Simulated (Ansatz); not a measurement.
# A failed many-body run on TaAgO3 (R3c)

A first try at the G0W0 gap of TaAgO3 (R3c), what the program said, and an input that works.

Program: Ansatz 0.2.0. Level of theory: G0W0 on LDA, plane waves, PAW; PAW set soft_1. Results are calculated unless marked as measured.

In doubt: one-shot GW on d or f shells is unsure, so the values of those runs are not to be relied on.

**1. The structure**

Symmetry: R3c, No. 161, trigonal system. Conventional cell: a = 5.528 Å, b = 5.528 Å, c = 13.716 Å, α = 90.00°, β = 90.00°, γ = 120.00°. Nearest to Ta lie 6 O at 1.96 to 2.03 Å. Nearest to Ag lie 6 O at 2.40 to 2.78 Å. Nearest to O lie 2 Ta at 1.96 to 2.03 Å and 2 Ag at 2.40 to 2.78 Å. Farther neighbours and most contacts between anions are not listed.

Geometry: measured cell, ions relaxed with LDA. The runs that relaxed it are not among those shown. Spin-orbit coupling is left out unless a step names it.

**2. First try**

input.yaml reads:

```yaml
crystal:
  lattice:
    - [2.76405, 1.5958250116, 4.5719666667]
    - [-2.76405, 1.5958250116, 4.5719666667]
    - [0.0, -3.1916500231, 4.5719666667]
  atoms:
    - { symbol: Ta, position: [-0.0026385787, -0.0026385787, -0.0026385787] }
    - { symbol: Ta, position: [0.4973614213, 0.4973614213, 0.4973614213] }
    - { symbol: Ag, position: [0.249001027, 0.249001027, 0.249001027] }
    - { symbol: Ag, position: [0.749001027, 0.749001027, 0.749001027] }
    - { symbol: O, position: [0.8177770211, 0.6856263691, 0.2524341615] }
    - { symbol: O, position: [0.2524341615, 0.8177770211, 0.6856263691] }
    - { symbol: O, position: [0.6856263691, 0.2524341615, 0.8177770211] }
    - { symbol: O, position: [0.7524341615, 0.1856263691, 0.3177770211] }
    - { symbol: O, position: [0.1856263691, 0.3177770211, 0.7524341615] }
    - { symbol: O, position: [0.3177770211, 0.7524341615, 0.1856263691] }
kpoints:
  mp_grid: { grid: [2, 2, 2] }
hamiltonian:
  xc: lda
  pseudopotentials: { kind: paw, azcp: { folder: soft_1 }, xc_functional: pbe }
scf:
  occupations: { method: fixed }
gw:
  n_empty_bands: 4
  ecut_chi: 40
  qp_bands: [v3, c3]
  qp_kpoints: band_edges
  screening: { model: contour_deformation }
```

Launch:

```sh
ansatz run input.yaml --threads 3 --pin off --max-ram 92160MiB --backend cuda --events-out ev --progress --plain --runs-dir out --devices 1 --max-vram 13GiB
```

Numbers of over 12 decimals in the logs are rounded to 6 here.

Output:

```text
GPUs: using 1 of 1 available (devices: 1).
Engine: ansatz 0.2.0, x86_64-unknown-linux-gnu
Pseudopotentials: kind: paw
Pseudopotential: Ta, paw, valence charge 13, recommended cutoff 420 eV (normal), soft_1/Ta.paw.azcp
Pseudopotential: Ag, paw, valence charge 19, recommended cutoff 420 eV (normal), soft_1/Ag.paw.azcp
Pseudopotential: O, paw, valence charge 6, recommended cutoff 420 eV (normal), soft_1/O.paw.azcp
Functional definition: SPW92
  exchange = slater_x
  correlation = pw_c
concurrent solve slots: 2 of 3 are kept, ahead of what memory takes: no pass of the eigensolver takes more rounds on 2
device memory: the entry about to start is reckoned to put 2.1 GiB on a device that reports 34.6 GiB free (of which the cap on the GPU budget leaves the run 13.0 GiB)
GPU FFT provider: cuFFT
GPU libraries: cuBLAS 13.8.2, cuFFT 12.4.0, cuSOLVER 12.3.4
Crystal: 10 atoms, lattice volume = 121.000 Å³
Basis set: ecut = 420 eV, 2361 PW (Γ)
Bands: 60, of which v1, the nominal top of the filled ones, is band 50 counted from 1 (49 counted from 0)
Symmetry: 6 space group operations
Space group: R3c (ITA 161), of the structure as read, at distance tolerance 4.9e-5 Å
k-points: 4 of 8
Non-local potential: Ta, projectors of the file, l = 0: 3, l = 1: 2, l = 2: 2, l = 3: 1
Non-local potential: Ag, projectors of the file, l = 0: 3, l = 1: 2, l = 2: 2, l = 3: 1
Non-local potential: O, projectors of the file, l = 0: 2, l = 1: 2, l = 2: 1
PAW form: soft (Blöchl's): semilocal exchange-correlation on the pseudo side does not see the compensation charge
PAW frozen core: Ta, regenerated for the run's functional, and the local potential with it (the file was generated under x = pbe(κ = 0.804, μ = 0.219515), c = pbe(β = 0.066725))
PAW frozen core: Ag, regenerated for the run's functional, and the local potential with it (the file was generated under x = pbe(κ = 0.804, μ = 0.219515), c = pbe(β = 0.066725))
PAW frozen core: O, regenerated for the run's functional, and the local potential with it (the file was generated under x = pbe(κ = 0.804, μ = 0.219515), c = pbe(β = 0.066725))
PAW one-centre angular grid: Ta, 590 points (default); XC on 64 Gauss nodes
PAW one-centre angular grid: Ag, 590 points (default); XC on 64 Gauss nodes
PAW one-centre angular grid: O, 110 points (default); XC on 64 Gauss nodes
Initial density: superposition of atomic densities (chi_scale 0.1, normalization cell, long waves kept (reshape's long-wave potential 0.00 eV rms))
Initial wavefunctions: pseudopotential atomic-orbital guess
GPU buffer pool allocated for 64000 grid points (all kernels)
GPU transforms: local potential and band sums: pruned to the plane-wave sphere, on 40×40×40
Functional: x = slater, c = lda
SCF iter   1: F=—  HF=-37620.237559 eV  |F-HF|=—  |Δ(HF+E_count)|=         —  Δρ=6.38e-2  dr2=3.98e0  ethr=3.10e-3  ⟨swp⟩=4.0  Hψ=709  notcnv=0  defer=12
preconditioner: auto → Resta (q_TF=auto, 2.643 Å⁻¹)  ε∞=7.9  [insulator: Δε(μ)=2.382 eV  Ē_g=10.591 eV  n_scr=32 (ndim 8)  ℏωp=27.8 eV  f_vac=0.000  ε∞_Penn≈7.9]
SCF iter   2: F=—  HF=-37619.357244 eV  |F-HF|=—  |Δ(HF+E_count)|=   8.80e-1  Δρ=2.82e-2  dr2=5.38e-1  ethr=3.10e-3  ⟨swp⟩=2.0  Hψ=359  notcnv=0  defer=28
SCF iter   3: F=—  HF=-37619.320065 eV  |F-HF|=—  |Δ(HF+E_count)|=   3.72e-2  Δρ=1.01e-2  dr2=6.76e-2  ethr=5.38e-4  ⟨swp⟩=2.0  Hψ=303  notcnv=0  defer=31
SCF iter   4: F=—  HF=-37619.319128 eV  |F-HF|=—  |Δ(HF+E_count)|=   9.37e-4  Δρ=1.74e-3  dr2=2.21e-3  ethr=6.76e-5  ⟨swp⟩=2.5  Hψ=413  notcnv=0  defer=31
SCF iter   5: F=—  HF=-37619.319285 eV  |F-HF|=—  |Δ(HF+E_count)|=   1.57e-4  Δρ=9.79e-4  dr2=9.41e-4  ethr=2.21e-6  ⟨swp⟩=2.0  Hψ=370  notcnv=0  defer=31
SCF iter   6: F=—  HF=-37619.319122 eV  |F-HF|=—  |Δ(HF+E_count)|=   1.63e-4  Δρ=1.60e-4  dr2=2.85e-5  ethr=9.41e-7  ⟨swp⟩=2.0  Hψ=356  notcnv=0  defer=19
SCF iter   7: F=—  HF=-37619.319126 eV  |F-HF|=—  |Δ(HF+E_count)|=   3.77e-6  Δρ=2.93e-5  dr2=8.08e-7  ethr=2.85e-8  ⟨swp⟩=2.2  Hψ=303  notcnv=0  defer=15
SCF iter   8: F=-37619.319126 eV  HF=-37619.319126 eV  |F-HF|=2.18e-11  |Δ(HF+E_count)|=   7.33e-8  Δρ=4.51e-6  dr2=2.02e-8  ethr=1.00e-10  ⟨swp⟩=9.5  Hψ=704  notcnv=0
SCF 1 converged in 8 iterations: F = -37619.319126 eV  dr2 = 2.02e-8
[...]
concurrent solve slots: 2 of 3 are kept, ahead of what memory takes: no pass of the eigensolver takes more rounds on 2
device memory: the entry about to start is reckoned to put 2.6 GiB on a device that reports 34.6 GiB free (of which the cap on the GPU budget leaves the run 13.0 GiB)
NSCF: frozen V_eff on 4 k-points
[...]
concurrent solve slots: 2 of 3 are kept, ahead of what memory takes: no pass of the eigensolver takes more rounds on 2
device memory: the entry about to start is reckoned to put 1.8 GiB on a device that reports 34.6 GiB free (of which the cap on the GPU budget leaves the run 13.0 GiB)
NSCF: frozen V_eff on 4 k-points
SCF converged after 8 iterations
Free energy (F): -37619.319126 eV
Harris-Foulkes:  -37619.319126 eV  (|F-HF|=2.18e-11)
Internal energy: -37619.319126 eV  (E = F + TS)
E sigma→0 (E₀):  -37619.319126 eV
Fermi energy:    11.153863 eV
--- Per-component energies (eV) ---
  E_band       = -905.137501
  E_kinetic    = 2711.999896
  E_local      = -7900.068897  (includes V_loc(G=0)·N_el)
  E_nonlocal   = 401.830714
  E_hartree    = 3387.360432
  E_xc         = -1365.304339
  E_vxc        = -1400.168941  (∫ρ·V_xc dr)
  E_paw        = -24679.057915  (= ΣΔE_a)
  E_vpaw       = -1493.459907  (= ΣTr[D̂ρ^β])
  E_aug_tail   = 0.005771  (compensation charges beyond the density's cutoff)
  E_ewald      = -10178.633928
  E_core_change = 2.549139  (= ΣΔE_core)
  E_smearing   = -0.000000  (= −TS)
  E_closure    = -0.000000  (closes the sum)
  Σ components = -37619.319126   (vs F -37619.319126, Δ=0.00e0)
--- Band table (eV) ---
  k-point 0: bands = [... 46 lower, 10.4864, 10.5694, 11.0921, 11.0921, 13.1547, 13.2167, 13.2167, 13.5028, ... 6 higher]
  k-point 1: bands = [... 46 lower, 10.8913, 10.8913, 11.1539, 11.1539, 14.5175, 14.5175, 15.0194, 15.0194, ... 6 higher]
  k-point 2: bands = [... 46 lower, 10.9626, 10.9748, 11.1109, 11.1267, 13.0080, 14.8370, 15.2281, 15.3480, ... 6 higher]
  k-point 3: bands = [... 46 lower, 10.9414, 10.9414, 10.9414, 10.9414, 14.4598, 14.4598, 15.2605, 15.2605, ... 6 higher]
```

The job ended after 4.4 s (1 × NVIDIA H100 80GB HBM3 (shared by 6 runs) with 3 threads of AMD EPYC 7R13 (Zen 3), shared host; peak memory 0.92 GiB).

**What went wrong?**

The self-consistent loop converged; the step after it was not made. The program's words: G₀W₀ refused: the quasiparticle rows reach c3, inside the degenerate multiplet of c3 to c6 at k-index 3, which gw.n_empty_bands = 4 cuts: a row's own level would stand in its own sum at a weight under one; raise gw.n_empty_bands to 6 or more, or end gw.qp_bands at c2 or below

The fault: four empty bands in G0W0. The sums over empty states are cut off almost at the gap, so screening and correlation are far from complete.

**3. A better input**

G0W0 replaces the xc potential by the self-energy, built once from these orbitals. Only a window of levels is corrected, while the sums run over the empty bands that the input names. This step takes PAW set soft_1 files.

Edit input.yaml of step 2 so:

```diff
@@ -17,3 +17,3 @@
 kpoints:
-  mp_grid: { grid: [2, 2, 2] }
+  mp_grid: { grid: [4, 4, 4] }
 hamiltonian:
@@ -24,4 +24,4 @@
 gw:
-  n_empty_bands: 4
-  ecut_chi: 40
+  n_empty_bands: 258
+  ecut_chi: 96
   qp_bands: [v3, c3]
```

Output:

```text
GPUs: using 1 of 1 available (devices: 1).
[...]
GPU FFT provider: cuFFT
GPU libraries: cuBLAS 13.8.2, cuFFT 12.4.0, cuSOLVER 12.3.4
Crystal: 10 atoms, lattice volume = 121.000 Å³
Basis set: ecut = 420 eV, 2361 PW (Γ)
Bands: 60, of which v1, the nominal top of the filled ones, is band 50 counted from 1 (49 counted from 0)
[... 1 set-up line as in the run before ...]
[...]
k-points: 13 of 64 (time reversal used)
[...]
GPU buffer pool allocated for 64000 grid points (all kernels)
[...]
SCF iter   1: F=—  HF=-37620.494874 eV  |F-HF|=—  |Δ(HF+E_count)|=         —  Δρ=6.34e-2  dr2=3.83e0  ethr=3.10e-3  ⟨swp⟩=4.0  Hψ=2259  notcnv=0  defer=44
[...]
SCF iter   8: F=-37619.610650 eV  HF=-37619.610650 eV  |F-HF|=2.14e-8  |Δ(HF+E_count)|=   1.91e-7  Δρ=8.34e-6  dr2=7.77e-8  ethr=1.00e-10  ⟨swp⟩=8.4  Hψ=2788  notcnv=0
SCF 1 converged in 8 iterations: F = -37619.610650 eV  dr2 = 7.77e-8
[...]
0    48     10.5453   -28.9342     4.7045   -23.8494  0.7353    10.1614    10.1650  root
     0    49     11.0538   -29.5181     4.9286   -24.3721  0.7333    10.8354    10.8364  root
     0    50     11.0538   -29.5181     4.9286   -24.3721  0.7333    10.8354    10.8364  root
     0    51     13.1837   -13.5381    -4.2763   -18.8207  0.7929    14.2049    14.1900  root
     0    52     13.2589   -14.4993    -4.4663   -20.0564  0.7875    14.3690    14.3497  root
     0    53     13.2589   -14.4993    -4.4663   -20.0564  0.7875    14.3690    14.3497  root
     1    48     10.8601   -29.9796     4.8717   -24.7891  0.7351    10.5390    10.5413  root
     1    49     10.9510   -30.4671     4.9513   -25.1902  0.7354    10.6230    10.6254  root
[...]
12    50     10.9163   -31.6078     5.0676   -26.1419  0.7366    10.5144    10.5179  root
    12    51     14.4893   -11.9651    -5.0331   -18.0749  0.7824    15.5916    15.5660  root
    12    52     14.4893   -11.9651    -5.0331   -18.0749  0.7824    15.5916    15.5660  root
    12    53     15.2872   -15.0205    -5.0798   -21.2973  0.7473    16.5272    16.4843  root
[key lines of the parts left out:]
SCF converged after 8 iterations
Free energy (F): -37619.610650 eV
Fermi energy:    11.186308 eV
```

The job ended after 18 s (1 × NVIDIA H100 80GB HBM3 (shared by 6 runs) with 3 threads; peak memory 1.5 GiB; 26 s of CPU time).

Numbers from this step:

- bands summed: 308
- RPA ε∞ on this mesh (eigenvalues): 6.841, 6.970, 6.970
- plane waves in the screening matrix: 259
- q-points in the mesh: 64
- G0W0 gap on the mesh: 3.344 eV
- k of the valence top: 0, 0, 0
- k of the conduction bottom: 0, -0.5, -0.5
- starting gap on the mesh: 1.865 eV
- Z at the valence top: 0.7333
- Z at the conduction bottom: 0.7910
- least direct G0W0 gap on the computed points: 3.354 eV

The gap on the mesh goes from 1.86 eV to 3.34 eV, a correction of +1.48 eV, though a band edge has moved to another state.

**4. Results**

- first try: the many-body step was refused after 4.4 s
- better run: G0W0 gap on the mesh 3.34 eV (4×4×4 mesh, 258 empty bands, screening to 96 eV, PAW set soft_1 files)

What this shows: The second run differs in: mesh, empty bands and screening cutoff (eV). Bands and cutoff are finite, so the gap is not at the basis limit. The miss can reach some tenths of an eV and take either sign; the mesh is an error of its own. A d shell, filled or nearly so, lies near the gap. One-shot GW converges very slowly in bands there, not always from below, and on a semilocal start the gap tends to come out low; starts rich in exact exchange can overshoot instead. The many-body steps are scalar-relativistic: spin-orbit coupling is not in them.

[Paths, hosts, dates, memory and timing lines, banners, echoed tables and standing remarks are left out of the program output.]

[Logs are printed without paths, hosts, clocks, repeated set-up lines and the standing remarks that a program may print on its own settings, such as how far it seeks lower states.]

[Runs of the session that timed out or met a known fault of the program may be left out.]

[Cells called generated may have been cut or substituted from an entry of the Crystallography Open Database or the Materials Project.]

[Hosts, paths, dates, database ids (printed as entryN), source tags and the programs' standing remarks are cut or masked in the printed files.]
